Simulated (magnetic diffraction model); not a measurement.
## LiErC₂S₆: what an assumed order does to the neutron pattern

Space group C2/c (no. 15), a = 12.3980 Å, b = 9.3570 Å, c = 8.1790 Å, β = 124.89°.

```
site  atom       x       y       z
  4e    Er       0  0.1921     3/4
  8f     S  0.1982  0.4187  0.0150
  8f     S  0.6188  0.4093  0.6975
  8f     S  0.8835  0.3296  0.9471
  8f     C  0.7685  0.4395  0.8703
  4e    Li       0  0.2456     1/4
```

This is a made-up structure (elements placed in a structure type, unrelaxed), so the numbers test the method and describe no known phase.

Only Er is taken to order (form factors of Er3+); orders and moment sizes are assumed, and not adapted to the symmetry. Radiation: neutrons of λ = 1.8 Å, 2° to 35°; isotropic B of 0.38 Å² (Er), 0.44 Å² (S), 0.66 Å² (C) and 0.59 Å² (Li). Simulated constant-wavelength pattern: nuclear and magnetic terms add, the magnetic one as |2.695 fm × Σ f S⊥ exp(2πi Q·r) exp(−B s²)|², summed over all Q at one angle with the factor 1/(sin²θ cos θ). For a modulated order the moment at position r is S exp(−2πi k·r) + c.c., with S = m/2 for a sine wave of amplitude m and S = m(u + iv)/2 for moments turning in a plane, u and v being orthogonal unit vectors in it; the phase factor of the sum at Q = H + k is then exp(2πi H·r). Free-ion form factors, Sears's scattering lengths of 1992, no absorption; a label names one of the reflections at its angle. The strongest nuclear line in the range is 100, and lines under 0.2 are left out.

Assume the order k = (0 1/6 0), moments turning in the plane of [010] and [100], 6.4 μB on Er; signs + at (0, 0.1921, 3/4), − at (0, 0.8079, 1/4).

Predict the pattern, nuclear and magnetic parts apart.

```
2θ (°)        index  nuclear  magnetic
 13.71    (1 5/6 0)      0.0      73.7
 15.02      (1 1 0)      1.2       0.0
 15.53    (0 1/6 1)      0.0     110.0
 15.71   (1 5/6 -1)      0.0       9.4
 16.43    (1 7/6 0)      0.0      48.5
 16.86     (1 1 -1)     19.1       0.0
 17.22   (2 1/6 -1)      0.0      46.9
 18.14   (1 7/6 -1)      0.0       6.5
 20.31   (0 11/6 0)      0.0       7.0
 20.39      (2 0 0)     25.0       0.0
 22.18      (0 2 0)     12.2       0.0
 24.06   (0 13/6 0)      0.0       4.9
 24.73    (1 5/6 1)      0.0       4.6
 25.49      (1 1 1)     40.9       0.0
 25.57     (2 0 -2)      0.2       0.0
 25.60   (0 11/6 1)      0.0      14.8
 26.36    (1 7/6 1)      0.0       3.8
 26.68  (2 11/6 -1)      0.0      10.1
 26.92   (3 5/6 -1)      0.0       2.2
 27.13      (0 2 1)     14.1       0.0
 27.62     (3 1 -1)     14.5       0.0
 28.14   (1 5/6 -2)      0.0      24.8
 28.16     (2 2 -1)     58.4       0.0
 28.44   (3 7/6 -1)      0.0       2.0
 28.70   (0 13/6 1)      0.0      10.9
 28.81     (1 1 -2)    100.0       0.0
 28.94   (2 11/6 0)      0.0       7.6
 29.60   (1 7/6 -2)      0.0      21.3
 29.68  (2 13/6 -1)      0.0       8.0
 30.10   (3 5/6 -2)      0.0      14.3
 30.31      (2 2 0)     52.3       0.0
 30.74     (3 1 -2)     63.8       0.0
 31.48   (3 7/6 -2)      0.0      12.7
 31.74   (2 13/6 0)      0.0       6.1
 32.17    (2 1/6 1)      0.0      20.2
 32.20    (3 5/6 0)      0.0      13.3
 32.80      (3 1 0)     16.9       0.0
 32.88  (2 11/6 -2)      0.0       6.7
 33.30   (1 17/6 0)      0.0       2.4
 33.51    (3 7/6 0)      0.0      11.9
 34.10     (2 2 -2)      2.5       0.0
 34.21  (1 17/6 -1)      0.0       8.7
 34.64     (4 0 -2)      9.3       0.0
 34.76   (4 1/6 -1)      0.0      10.4
```

The strongest magnetic line in the range is (0 1/6 1) at 15.53° (110.0). On top of the Lorentz factor, which all lines share, magnetic lines fade with angle because f falls: for Er3+ it is 0.96, 0.86, 0.73 and 0.47 at sin θ/λ = 0.1, 0.2, 0.3 and 0.5 Å⁻¹, while nuclear lengths stay constant. The order has no net moment.

[Logs are printed without paths, hosts, clocks, repeated set-up lines and the standing remarks that a program may print on its own settings, such as how far it seeks lower states.]
